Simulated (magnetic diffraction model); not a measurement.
**Solving a magnetic structure from powder neutron data: CrCu2Te2O6**

Space group P-3c1 (no. 165), a = 5.6080 Å, c = 12.3120 Å.

| site | atom | x | y | z |
| --- | --- | --- | --- | --- |
| 4d | Te | 1/3 | 2/3 | 0.0404 |
| 4d | Cu | 1/3 | 2/3 | 0.2993 |
| 2b | Cr | 0 | 0 | 0 |
| 12g | O | 0.1092 | 0.7839 | 0.1091 |

This is a made-up structure (elements placed in a structure type, unrelaxed), so the numbers test the method and describe no known phase.

Only Cu is taken to order (form factors of Cu2+); orders and moment sizes are assumed, and not adapted to the symmetry. Radiation: neutrons of λ = 2.52 Å, 8° to 70°; isotropic B of 0.31 Å² (Te), 0.44 Å² (Cu), 0.52 Å² (Cr) and 0.62 Å² (O). The intensities are simulated: I ∝ L Σ (|F_N|² + |F_M⊥|²) for unpolarised neutrons, with F_M = 2.695 fm/μB × Σ f(s) S exp(2πi Q·r) exp(−B s²) at Q = H ± k (one set where k and −k are equivalent), only the part normal to Q counting and L = 1/(sin²θ cos θ). For collinear order S is the moment m, which repeats by lattice and centring translations R with the sign exp(−2πi k·R). Form factors are spin-only for 3d ions and dipole or tabulated for f ions, scattering lengths are Sears's of 1992, and absorption is left out. A label names one of the reflections at its angle. The strongest nuclear line in the range is 100, and lines under 0.2 are left out.

Above the ordering temperature:

```tsv
2θ (°)	index	I
23.62	(0 0 2)	8.6
30.07	(1 0 0)	3.5
38.59	(0 1 2)	20.1
48.33	(0 0 4)	10.1
53.41	(1 1 0)	28.3
54.89	(1 1 1)	14.6
57.98	(1 0 4)	100.0
59.18	(1 1 2)	0.2
62.51	(2 0 0)	42.0
65.94	(1 1 3)	21.2
67.81	(2 0 2)	92.6
```

Below it (cell unchanged):

```
2θ (°)      I
 23.62    8.6
 30.07    3.5
 30.67    1.7
 35.09    1.6
 38.59   20.1
 42.74    0.2
 48.33   10.1
 52.50    0.3
 53.41   28.3
 53.78    0.7
 54.89   14.6
 57.98  100.0
 59.18    0.2
 62.27    0.6
 62.51   42.0
 62.85    0.3
 65.52    0.4
 65.94   21.2
 67.81   92.6
```

**Question.** Find the propagation vector, then choose among these models:
A. collinear moments along [100], 0.85 μB on Cu; signs + at (1/3, 2/3, 0.2993), + at (2/3, 1/3, 0.7007), + at (2/3, 1/3, 0.2007), + at (1/3, 2/3, 0.7993)
B. collinear moments along [100], 0.85 μB on Cu; signs + at (1/3, 2/3, 0.2993), + at (2/3, 1/3, 0.7007), + at (2/3, 1/3, 0.2007), − at (1/3, 2/3, 0.7993)
C. collinear moments along [001], 0.85 μB on Cu; signs + at (1/3, 2/3, 0.2993), + at (2/3, 1/3, 0.7007), + at (2/3, 1/3, 0.2007), − at (1/3, 2/3, 0.7993)
D. collinear moments along [001], 0.85 μB on Cu; signs + at (1/3, 2/3, 0.2993), + at (2/3, 1/3, 0.7007), + at (2/3, 1/3, 0.2007), + at (1/3, 2/3, 0.7993)

The new lines index as (1 0 1/2) at 30.67°, (1 0 3/2) at 35.09°, (1 1 1/2) at 53.78° and (1 1 5/2) at 62.27°, that is as H ± k with k = (0 0 1/2). Half indices mean that the moments reverse under translations with k·R a half-integer, and the magnetic cell has twice the primitive volume.

Magnetic intensity, observed (below minus above) and for each model:

| 2θ (°) | index | observed | A | B | C | D |
| --- | --- | --- | --- | --- | --- | --- |
| 17.66 | (0 0 3/2) | <0.2 | 1.8 | 0.2 | <0.2 | <0.2 |
| 29.65 | (0 0 5/2) | <0.2 | 0.4 | 0.8 | <0.2 | <0.2 |
| 30.67 | (1 0 1/2) | 1.7 | 0.6 | 0.9 | 1.7 | 1.1 |
| 35.09 | (1 0 3/2) | 1.6 | 0.7 | 1.4 | 1.6 | 0.8 |
| 42.74 | (1 0 5/2) | 0.2 | 0.7 | 0.4 | 0.2 | 0.5 |
| 52.50 | (1 0 7/2) | 0.3 | 0.6 | 0.7 | 0.3 | 0.3 |
| 53.78 | (1 1 1/2) | 0.7 | 0.6 | 0.4 | 0.7 | 1.1 |
| 56.70 | (1 1 3/2) | <0.2 | 0.4 | <0.2 | <0.2 | 0.7 |

Model C matches.

The structure used: k = (0 0 1/2), collinear moments along [001], 0.85 μB on Cu; signs + at (1/3, 2/3, 0.2993), + at (2/3, 1/3, 0.7007), + at (2/3, 1/3, 0.2007), − at (1/3, 2/3, 0.7993).

[Logs are printed without paths, hosts, clocks, repeated set-up lines and the standing remarks that a program may print on its own settings, such as how far it seeks lower states.]
